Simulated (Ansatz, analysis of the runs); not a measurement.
# A defect in a wire: Ir wire along [110], 4 atoms a period, divacancy of Ir and Ir, part 3 of 3

Wanted: the relaxed defect and the transmission past it, beside the channels of the perfect wire.

Ansatz 0.2.0; DFT PBE, plane waves, PAW; relaxation of a wire's period (the session's first sound run).

So far, conductance of the lead as this run defines it (G₀): step 3 (the perfect wire) 5.18.

## (5) Transmission

This step: DFT PBE, plane waves, PAW; transmission of a junction in a wire (Ansatz 0.2.0).

The cell is now read as a scatterer between two semi-infinite leads, named by two sites one period apart. The scattering states in its self-consistent potential are matched to the leads' states at each energy. One point across is taken, as for a wire in vacuum.

Contents of input.yaml:

```yaml
crystal:
  lattice:
    - [10.67, 0.0, 0.0]
    - [0.0, 9.537, 0.0]
    - [0.0, 0.0, 23.2296107881]
  atoms:
    - { symbol: Ir, position: [0.322746706, 0.499973956, 0.0] }
    - { symbol: Ir, position: [0.677253294, 0.499973956, 0.0] }
    - { symbol: Ir, position: [0.5, 0.369503339, 0.055555556] }
    - { symbol: Ir, position: [0.5, 0.630444573, 0.055555556] }
    - { symbol: Ir, position: [0.322746706, 0.499973956, 0.111111111] }
    - { symbol: Ir, position: [0.677253294, 0.499973956, 0.111111111] }
    - { symbol: Ir, position: [0.5, 0.369503339, 0.166666667] }
    - { symbol: Ir, position: [0.5, 0.630444573, 0.166666667] }
    - { symbol: Ir, position: [0.322746706, 0.499973956, 0.222222222] }
    - { symbol: Ir, position: [0.677253294, 0.499973956, 0.222222222] }
    - { symbol: Ir, position: [0.5, 0.369503339, 0.277777778] }
    - { symbol: Ir, position: [0.5, 0.630444573, 0.277777778] }
    - { symbol: Ir, position: [0.3316379159, 0.4827849771, 0.3351408046] }
    - { symbol: Ir, position: [0.6679019007, 0.4982884055, 0.333150767] }
    - { symbol: Ir, position: [0.5025508731, 0.602456795, 0.3918431342] }
    - { symbol: Ir, position: [0.3431952103, 0.4502320579, 0.439921844] }
    - { symbol: Ir, position: [0.496575086, 0.3382339096, 0.5052919367] }
    - { symbol: Ir, position: [0.5146329179, 0.597352275, 0.496315148] }
    - { symbol: Ir, position: [0.3290356979, 0.4882650872, 0.5556386644] }
    - { symbol: Ir, position: [0.6769695099, 0.4779238097, 0.558730894] }
    - { symbol: Ir, position: [0.5002707402, 0.3587112404, 0.6133328633] }
    - { symbol: Ir, position: [0.5024867783, 0.6227524183, 0.6084681994] }
    - { symbol: Ir, position: [0.322746706, 0.499973956, 0.666666667] }
    - { symbol: Ir, position: [0.677253294, 0.499973956, 0.666666667] }
    - { symbol: Ir, position: [0.5, 0.369503339, 0.722222222] }
    - { symbol: Ir, position: [0.5, 0.630444573, 0.722222222] }
    - { symbol: Ir, position: [0.322746706, 0.499973956, 0.777777778] }
    - { symbol: Ir, position: [0.677253294, 0.499973956, 0.777777778] }
    - { symbol: Ir, position: [0.5, 0.369503339, 0.833333333] }
    - { symbol: Ir, position: [0.5, 0.630444573, 0.833333333] }
    - { symbol: Ir, position: [0.322746706, 0.499973956, 0.888888889] }
    - { symbol: Ir, position: [0.677253294, 0.499973956, 0.888888889] }
    - { symbol: Ir, position: [0.5, 0.369503339, 0.944444444] }
    - { symbol: Ir, position: [0.5, 0.630444573, 0.944444444] }
kpoints:
  mp_grid: { grid: [1, 1, 4] }
scf:
  occupations: { method: fermi_dirac, width: 0.05 }
hamiltonian:
  xc: pbe
output:
  transmission:
    e_range: [-1.26, 1.26]
    de: 0.035
    kmesh: [1, 1]
    reduced_basis: true
    leads: [[30, 0]]
  dos: { projected: true, e_range: [-4, 3] }
  write_potential: true
  write_density: true
  volumetric_format: npy
  elf: true
basis:
  ecutwfc: "350 eV"
```

On the command line:

```bash
$ ansatz run input.yaml --threads 4 --pin off --max-ram 16384MiB --backend cpu --events-out ev --progress --plain --runs-dir out
```

Numbers of over 12 decimals in the logs are rounded to 6 here.

The log of the run:

```text
[...]
Crystal: 34 atoms, lattice volume = 2363.840 Å³
Basis set: ecut = 350 eV, 35179 PW (Γ)
Bands: 347, of which v1, the nominal top of the filled ones, is band 289 counted from 1 (288 counted from 0)
Symmetry: 1 space group operations
[...]
k-points: 3 of 4 (time reversal used)
[...]
SCF iter   1: F=—  HF=-405732.817099 eV  |F-HF|=—  |Δ(HF+E_count)|=         —  Δρ=1.44e-2  dr2=2.46e1  ethr=1.77e-3  ⟨swp⟩=7.7  Hψ=4231  notcnv=0  defer=34
[...]
SCF iter  12: F=-405731.528369 eV  HF=-405731.528369 eV  |F-HF|=3.35e-8  |Δ(HF+E_count)|=   2.79e-8  Δρ=1.03e-6  dr2=5.50e-8  ethr=1.73e-11  ⟨swp⟩=14.7  Hψ=2805  notcnv=0
SCF 1 converged in 12 iterations: F = -405731.528369 eV  dr2 = 5.50e-8
[...]
transmission: 27 of 162 steps passed
transmission: 54 of 162 steps passed
[...]
transmission: 162 of 162 steps passed
WARN: The output density's exchange-correlation potential varies sharply where the density is thin. Do not read a vacuum level from v_tot or v_xc, or from such a field of the output density. On a cell that repeats whose density bears no net charge and no dipole along the vacuum's axis use v_es (v_loc + v_h of the components); under efield.dipole_correction with no amplitude use v_es + v_field, which holds any externa [...]
SCF converged after 12 iterations
Free energy (F): -405731.528369 eV
[...]
Internal energy: -405731.093686 eV  (E = F + TS)
E sigma→0 (E₀):  -405731.311028 eV
Entropy (-TS):   -0.434683 eV (-12.785 meV/atom)
Fermi energy:    1.257234 eV
[...]
--- Band table (eV) ---
  k-point 0: bands = [... 285 lower, 1.0683, 1.1432, 1.2029, 1.2329, 1.2481, 1.3011, 1.3538, 1.4185, ... 54 higher]
  k-point 1: bands = [... 285 lower, 1.0852, 1.1604, 1.2079, 1.2395, 1.2823, 1.3143, 1.3702, 1.4031, ... 54 higher]
  k-point 2: bands = [... 285 lower, 1.1242, 1.1551, 1.2343, 1.2836, 1.2888, 1.3232, 1.3787, 1.3928, ... 54 higher]
--- Transmission ---
  basis      : 745 plane waves across, 27 finite elements along
  points     : 1, standing for a mesh of 1 x 1
[...]
crystal 0  : Ir4, at the sites [30, 0], period 2.5811 Å, over 15.49 Å; its Hamiltonian steps by up to 22.2 meV
[...]
filled         : 23.7 meV over the level at which it is neutral
    channels       : 5.000000e0 a spin
[...]
junction   : crystal 0 to crystal 0, 0.65 to 21.29 Å
    transmission   : 1.970815e0 a spin
    error estimate : 2.206568e-3 a spin from the reduction of the transverse basis, at the most 8.651967e-3 at 0.175000 eV
    conductance    : 1.4292e14 S/m² at 300 K (1.4190e14 on every other energy)
    error estimate : 0.7 % from the energy spacing and 0.2 % from band edges of the leads and from resonances (wavevectors taken as independent; lower de), 0.3 % from the reduction of the transverse basis, 5.5 % from the steps of its leads' Hamiltonians or their offsets (lay more layers), 0.7 % from the distance to neutral
    resistance     : 4.4228e-3 Ω µm² beyond half of each lead's own
```

Elapsed: 7.3 min, on 4 threads of Arm Neoverse V1, shared host; peak memory 6.1 GiB; 24 min of CPU time.

This step gave:

| Item | Value |
| --- | --- |
| energy at zero smearing | -405731.3110 eV |
| transmission at the energy nearest the Fermi level, one spin | 1.971 |
| step of the lead's Hamiltonian | 22.2 meV |
| conductance of the junction | 1.877 G₀ |

The transmission, one spin by energy, zero at the Fermi level:

```csv
energy (eV),"transmission, one spin"
-1.26,2.49
-1.19,2.45
-1.12,2.57
-1.08,2.51
-1.01,1.98
-0.91,0.931
-0.84,1.67
-0.73,1.09
-0.67,1.000
-0.56,1.02
-0.49,1.69
-0.39,1.75
-0.32,2.14
-0.28,2.19
-0.21,1.95
-0.14,1.55
-0.04,1.95
0.00,1.97
0.04,1.80
0.14,2.32
0.21,2.91
0.28,3.68
0.32,2.98
0.39,3.37
0.49,4.17
0.56,4.29
0.67,4.22
0.73,4.21
0.84,4.18
0.91,4.06
1.01,3.76
1.08,3.75
1.19,3.42
1.26,3.32
```

The open channels of the lead, one spin by energy, zero at the Fermi level:

```csv
energy (eV),"open channels of the lead, one spin"
-1.26,6
-1.19,6
-1.08,7
-1.01,6
-0.91,5
-0.84,4
-0.73,4
-0.67,4
-0.56,3
-0.49,4
-0.39,5
-0.32,5
-0.21,5
-0.14,7
-0.04,5
0.00,5
0.04,5
0.14,7
0.21,8
0.32,9
0.39,9
0.49,9
0.56,9
0.67,8
0.73,8
0.84,8
0.91,7
1.01,6
1.08,6
1.19,5
1.26,4
```

Projected DOS an atom over height of the atomic layer and energy from the Fermi level.  broadened by a Gaussian of 0.15 eV, since few k-points sample the long cell.

Ten even steps from '0' (0.38 states/eV) to '9' (2.71 states/eV), each cell a mean:
```
000000011000000000
111011222111111111
222222333323223232
333434444755443333
787979644788787878
798869654578687979
323445446464333243
333365569565433333
555465578755555555
555456567753455556
445544638564554544
536463927363635363
827292926261827281
937271735362829282
938262654353739484
323122343232223332
212132232231112121
112232332231112010
323342433332324131
645443443545546575
554544454645553656
474734443334563837
```
Columns: height of the atomic layer (Å) from 0 to 21.9 (not evenly spaced); rows upwards: energy from the Fermi level (eV) from -3.98 to 1.47.

Electrostatic potential energy in the cb plane at fractional x = 0.497, with atoms of Ir within 0.2 Å of it. With pseudopotentials it is smooth inside the atoms' cores, unlike the true potential.

Values in eV, 13 rows by 16 columns, each cell a mean:
```
  6   6   6   6   6   6   6   6   6   6   6   6   6   6   6   6
  6   6   6   6   6   6   6   6   6   6   6   6   6   6   6   6
  6   6   6   6   5   6   5   5   5   3   5   5   4   5   4   4
  0  -2  -3   2  -5   3 -10 -12   1 -23  -6  -8 -22   0 -20 -10
-13 -39 -44 -15 -53 -11 -45 -51 -11 -64 -29 -34 -62 -11 -60 -38
 -7 -41 -46 -18 -60 -13 -32 -36  -5 -41 -16 -19 -40  -5 -38 -22
  1  -4  -5   0 -13  -1  -3  -6   1  -9  -2  -3  -9   1  -8  -3
 -8   5   5  -1 -34 -11 -27 -43  -9 -54 -23 -27 -52  -8 -50 -30
 -9   6   6  -8 -65 -29 -38 -56 -12 -58 -25 -30 -56  -9 -54 -33
  3   6   6   0 -30  -9  -7 -14   2 -10  -1  -2 -10   3  -9  -3
  6   6   6   5   2   4   5   5   6   5   5   5   5   6   5   5
  6   6   6   6   5   6   6   6   6   6   6   6   6   6   6   6
  6   6   6   6   6   6   6   6   6   6   6   6   6   6   6   6
```
Columns run along c (16.0 Å, from fractional 0.31 to 1.00 of the cell; values clipped at the 3rd and 97th percentile), rows up along b (9.5 Å). Atoms in or near the plane, at fractional coordinates: Ir at (0.39, 0.60), Ir at (0.51, 0.34), Ir at (0.50, 0.60), Ir at (0.61, 0.36), Ir at (0.61, 0.62), Ir at (0.72, 0.37), Ir at (0.72, 0.63), Ir at (0.83, 0.37), Ir at (0.83, 0.63), Ir at (0.94, 0.37), Ir at (0.94, 0.63).

Valence density in the cb plane at fractional x = 0.497, with atoms of Ir within 0.2 Å of it. It is the smooth field of the valence electrons, not physical close to the nuclei.

Ten even steps from '0' (0.0 e/Å³) to '9' (9.0 e/Å³), each cell a mean:
```
00000000000000000000000000000000000000000000
00000000000000000000000000000000000000000000
00000000000000000000000000000000000000000000
00000000000000000000000000000000000000000000
00000000000000000000000000000000000000000000
00000000000000000000000000000000000000000000
00000000000000000001000001110000111000011100
10002320000121000146410015752001476200147620
20026972002684100389720028983002799410279941
10027983114896200379620016872001687300158730
00014751002674100123200001220000122100012210
00001110000111000000000000000000000000000000
00000000000000000000000000110000011000001100
10000000000111000024310013541001354100135420
20000000001476300269830027983002798400279941
20000000001699410279841027973002698300169830
00000000001587310136410002431000243100024310
00000000000122100001000000000000000000000000
00000000000000000000000000000000000000000000
00000000000000000000000000000000000000000000
00000000000000000000000000000000000000000000
00000000000000000000000000000000000000000000
00000000000000000000000000000000000000000000
00000000000000000000000000000000000000000000
```
Columns run along c (16.0 Å, from fractional 0.31 to 1.00 of the cell), rows up along b (9.5 Å). Atoms in or near the plane, at fractional coordinates: Ir at (0.39, 0.60), Ir at (0.51, 0.34), Ir at (0.50, 0.60), Ir at (0.61, 0.36), Ir at (0.61, 0.62), Ir at (0.72, 0.37), Ir at (0.72, 0.63), Ir at (0.83, 0.37), Ir at (0.83, 0.63), Ir at (0.94, 0.37), Ir at (0.94, 0.63).

ELF in the cb plane at fractional x = 0.497, with atoms of Ir within 0.2 Å of it. It is the smooth field of the valence electrons, not physical close to the nuclei.

Ten even steps from '0' (0.00) to '9' (0.67), each cell a mean:
```
00000000000000000000000000000000000000000000
00000000000000000000000000000000000000000000
00000110000000000000011110001111000111100011
11112222211001222111123321112332111233211123
23333443332112343222245532123554212355421235
45555555553112465322346643224664322467532246
56655655664223565455556655655665565566555556
65557985665676565799965569997556999755699985
74469897557999555896975479688557968855796885
64479698558979644898964469897446989744699984
33358995446999433478643336764333676433357643
32335754434554322345432234553223455422345542
32223443334555322345432234543223454322345532
43222222333456433478753348985334898633489863
73211112334899754698974479698446978844697884
74310012336968855696885579798556979855698985
65310002236999855589975657886565788656578865
44310001235787556555446753334665333466533346
23210001234432356532246642223664222356422235
11100000122211245532234532112443211244321124
00000000011111123321112321111221101122210112
00000000000000011110001100000010000001000000
00000000000000000000000000000000000000000000
00000000000000000000000000000000000000000000
```
Columns run along c (16.0 Å, from fractional 0.31 to 1.00 of the cell), rows up along b (9.5 Å). Atoms in or near the plane, at fractional coordinates: Ir at (0.39, 0.60), Ir at (0.51, 0.34), Ir at (0.50, 0.60), Ir at (0.61, 0.36), Ir at (0.61, 0.62), Ir at (0.72, 0.37), Ir at (0.72, 0.63), Ir at (0.83, 0.37), Ir at (0.83, 0.63), Ir at (0.94, 0.37), Ir at (0.94, 0.63).

By hand: the program gives 1.4292 × 10^14 S/m² over the cell's cross-section of 101.76 Å² = 1.018 × 10^-18 m², so one cell conducts 1.454 × 10^-4 S. Divided by G0 = 2e²/h = 7.748 × 10^-5 S this is 1.88 G0, a resistance of 6.88 kΩ.

The conductance is 1.88 G₀, with 5 channels a spin open in the lead. The lead's Hamiltonian steps by 22.2 meV, which the program lets pass, though it counts in the error estimate. The largest term of the program's error estimate is 6 %.

## (6) Landauer integrals

This step: Landauer integrals over the computed T(E), interpolated linearly between its energies (analysis of the runs above).

Conductance and thermopower are moments of T(E) over the thermal window; sliding the window along E stands for a gate that leaves T(E) rigid.

Numbers from this step:

```
conductance at 300 K, interpolated from T(E) : 1.918 G₀
thermopower at 300 K                         : -0.1207 μV/K
Lorenz number over L0                        : 1.008
```

T(E) held rigid; rough near sharp steps of T(E). Conductance at 300 K against shift of the leads' level:

```csv
shift of the leads' level (eV),conductance at 300 K (G₀)
-0.900,1.30
-0.850,1.39
-0.800,1.34
-0.700,1.08
-0.650,1.04
-0.600,1.05
-0.550,1.14
-0.450,1.53
-0.400,1.70
-0.350,1.92
-0.300,2.08
-0.200,1.84
-0.150,1.71
-0.100,1.82
-0.050,1.91
0.050,1.92
0.100,2.07
0.150,2.40
0.200,2.78
0.300,3.13
0.350,3.08
0.400,3.47
0.450,3.89
0.550,4.21
0.600,4.19
0.650,4.19
0.700,4.21
0.800,4.19
0.850,4.15
0.900,4.07
```

T(E) held rigid; rough near sharp steps of T(E). Table of thermopower at 300 K by shift of the leads' level:

```csv
shift of the leads' level (eV),thermopower at 300 K (μV/K)
-0.900,3.69
-0.850,-3.13
-0.800,11.8
-0.750,16.4
-0.700,10.2
-0.650,1.70
-0.600,-5.90
-0.550,-20.9
-0.500,-21.8
-0.450,-14.3
-0.400,-17.7
-0.350,-14.7
-0.300,-4.46
-0.250,8.52
-0.200,14.8
-0.150,-0.345
-0.100,-8.67
-0.050,-3.47
0.000,-0.121
0.050,-5.66
0.100,-17.0
0.150,-22.0
0.200,-17.6
0.250,-9.50
0.300,1.99
0.350,-8.32
0.400,-18.1
0.450,-12.1
0.500,-5.55
0.550,-0.840
0.600,0.234
0.650,-0.503
0.700,-0.120
0.750,0.358
0.800,0.919
0.850,1.97
0.900,3.19
```

The two levels move by half the bias each and T(E) is held rigid. The current from the zero-bias T(E) by bias:

```csv
bias (V),current from the zero-bias T(E) (μA)
0.000,0
0.100,14.9
0.200,29.8
0.300,45.2
0.400,62.1
0.500,81.0
0.600,101
0.700,121
0.800,141
0.900,161
1.000,182
1.100,203
1.200,224
1.300,244
1.400,264
1.500,285
1.600,306
1.700,328
1.800,349
1.900,370
```

By hand, Mott's formula: S = −(π²k²T/3e) d ln T/dE, and π²k²T/3e = 7.33 μV/K × eV at 300 K. The computed T is 1.94 at -0.070 eV and 1.91 at +0.070 eV, so d ln T/dE ≈ -0.0853 per eV and S ≈ 0.625 μV/K, against -0.121 from the integrals.

The thermopower is -0.121 μV/K. The Lorenz ratio is 1.01, where the Wiedemann-Franz law gives 1. Moving the level by up to 0.1 eV either way gives -17 to -0.12 μV/K.

## (7) A varied input

This step: DFT PBE, plane waves, PAW; channels and complex bands of a perfect wire; changed: scf.occupations.width = null, scf.occupations.method = "tetrahedron_uncorrected" (Ansatz 0.2.0).

System of this step: Ir wire along [110], 4 atoms a period. The cell holds 4 atoms: 4 Ir. Cell: a = 10.670 Å, b = 9.537 Å, c = 2.581 Å, α = 90.0°, β = 90.0°, γ = 90.0°. Vacuum lies along a and b. The structure's axis is c.

The atoms of the run on the perfect lead are kept and the input is varied, to see whether the result depends on it.

Contents of input.yaml:

```yaml
crystal:
  lattice:
    - [10.67, 0.0, 0.0]
    - [0.0, 9.537, 0.0]
    - [0.0, 0.0, 2.5810678653]
  atoms:
    - { symbol: Ir, position: [0.322746706, 0.499973956, 0.0] }
    - { symbol: Ir, position: [0.677253294, 0.499973956, 0.0] }
    - { symbol: Ir, position: [0.5, 0.369503339, 0.5] }
    - { symbol: Ir, position: [0.5, 0.630444573, 0.5] }
kpoints:
  mp_grid: { grid: [1, 1, 31] }
scf:
  occupations: { method: tetrahedron_uncorrected }
hamiltonian:
  xc: pbe
output:
  transmission:
    e_range: [-1.26, 1.26]
    de: 0.035
    kmesh: [1, 1]
    reduced_basis: true
    leads: [[0, 0]]
basis:
  ecutwfc: "350 eV"
```

The log of the run:

```text
[...]
Crystal: 4 atoms, lattice volume = 262.649 Å³
Basis set: ecut = 350 eV, 3871 PW (Γ)
Bands: 41, of which v1, the nominal top of the filled ones, is band 34 counted from 1 (33 counted from 0)
Symmetry: 8 space group operations
[...]
k-points: 16 of 31
[...]
SCF iter   1: F=—  HF=-47733.650776 eV  |F-HF|=—  |Δ(HF+E_count)|=         —  Δρ=1.23e-2  dr2=1.24e0  ethr=1.77e-3  ⟨swp⟩=8.6  Hψ=2954  notcnv=0
[...]
SCF iter  10: F=-47733.522695 eV  HF=-47733.522695 eV  |F-HF|=2.69e-9  |Δ(HF+E_count)|=   2.20e-8  Δρ=1.90e-6  dr2=4.50e-9  ethr=1.47e-10  ⟨swp⟩=2.0  Hψ=1227  notcnv=0
SCF 1 converged in 10 iterations: F = -47733.522695 eV  dr2 = 4.50e-9
[...]
transmission: 3 of 18 steps passed
transmission: 6 of 18 steps passed
[...]
transmission: 18 of 18 steps passed
SCF converged after 10 iterations
Free energy (F): -47733.522695 eV
[...]
Internal energy: -47733.522695 eV  (E = F + TS)
E sigma→0 (E₀):  -47733.522695 eV
Fermi energy:    1.555521 eV
[...]
--- Band table (eV; the first three rows and the last of 16) ---
  k-point 0: bands = [... 30 lower, 0.4234, 0.8031, 0.8218, 1.0701, 1.1445, 2.1849, 2.3038, 2.3074, ... 3 higher]
  k-point 1: bands = [... 30 lower, 0.4885, 0.6421, 0.8610, 1.0644, 1.3044, 1.9824, 2.1556, 2.5374, ... 3 higher]
  k-point 2: bands = [... 30 lower, 0.3802, 0.5928, 0.9675, 1.0523, 1.5560, 1.6533, 2.0764, 2.1766, ... 3 higher]
  k-point 15: bands = [... 30 lower, 0.7280, 0.9636, 1.7451, 1.8238, 2.4809, 2.5748, 4.7937, 5.0147, ... 3 higher]
--- Transmission ---
  basis      : 745 plane waves across, 3 finite elements along
  points     : 1, standing for a mesh of 1 x 1
[...]
crystal 0  : Ir4, at the sites [0, 0], period 2.5811 Å: whole cells are its period
[...]
filled         : 14.8 meV under the level at which it is neutral
    channels       : 5.000000e0 a spin
[...]
```

Wall time 80 s (4 threads); peak memory 1.2 GiB.

Numbers from this step:

```
conductance of the lead as this run defines it : 5.420 G₀
```

Table of open channels of the lead, one spin by energy, zero at the Fermi level:

```csv
energy (eV),"open channels of the lead, one spin"
-1.26,6
-1.19,6
-1.08,7
-1.01,7
-0.91,5
-0.84,5
-0.73,3
-0.67,4
-0.56,3
-0.49,5
-0.39,5
-0.32,5
-0.21,5
-0.14,5
-0.04,7
0.00,5
0.04,5
0.14,5
0.21,8
0.32,11
0.39,7
0.49,9
0.56,9
0.67,8
0.73,8
0.84,8
0.91,8
1.01,7
1.08,6
1.19,6
1.26,5
```

It took 80 s against 86 s for the run it varies, and the conductance is 5.42 G₀ against 5.18 G₀.

Side by side:

```csv
quantity,this run,the run it varies,difference
conductance of the lead as this run defines it (G₀),5.4198,5.1845,0.235
```

## (8) Summary of results

| Property | Result |
| --- | --- |
| conductance of the perfect wire | 5.18 G₀ |
| conductance, divacancy of Ir and Ir | 1.88 G₀ |
| thermopower, divacancy of Ir and Ir | -0.121 μV/K |

In words: Summed over the computed window, 42 % of the lead's open channels pass the defect; the conductance at 300 K is 1.88 G₀. With divacancy of Ir and Ir, 37 % of the conductance of that run's own lead (5.11 G₀) is left. A plain interpolation of the computed T(E) gives 1.92 G₀ for that run; the program's 1.88 G₀ comes from its own average, which also places band edges between the computed energies. Transport is coherent and elastic here: the atoms are frozen, so scattering by vibrations plays no part. In the perfect wire the moments were started parallel, and no opposed start was run. Spin-orbit coupling is left out, which matters for the bands of heavy atoms. A junction with open d shells ran without spin, and none was tried there; atoms at the junction may want a moment. A cutoff under the files' recommended one was taken to save time; its effect on T(E) was not tested here.

[Logs are printed without paths, hosts, clocks, repeated set-up lines and the standing remarks that a program may print on its own settings, such as how far it seeks lower states.]

[Hosts, paths, dates, database ids (printed as entryN), source tags and the programs' standing remarks are cut or masked in the printed files.]
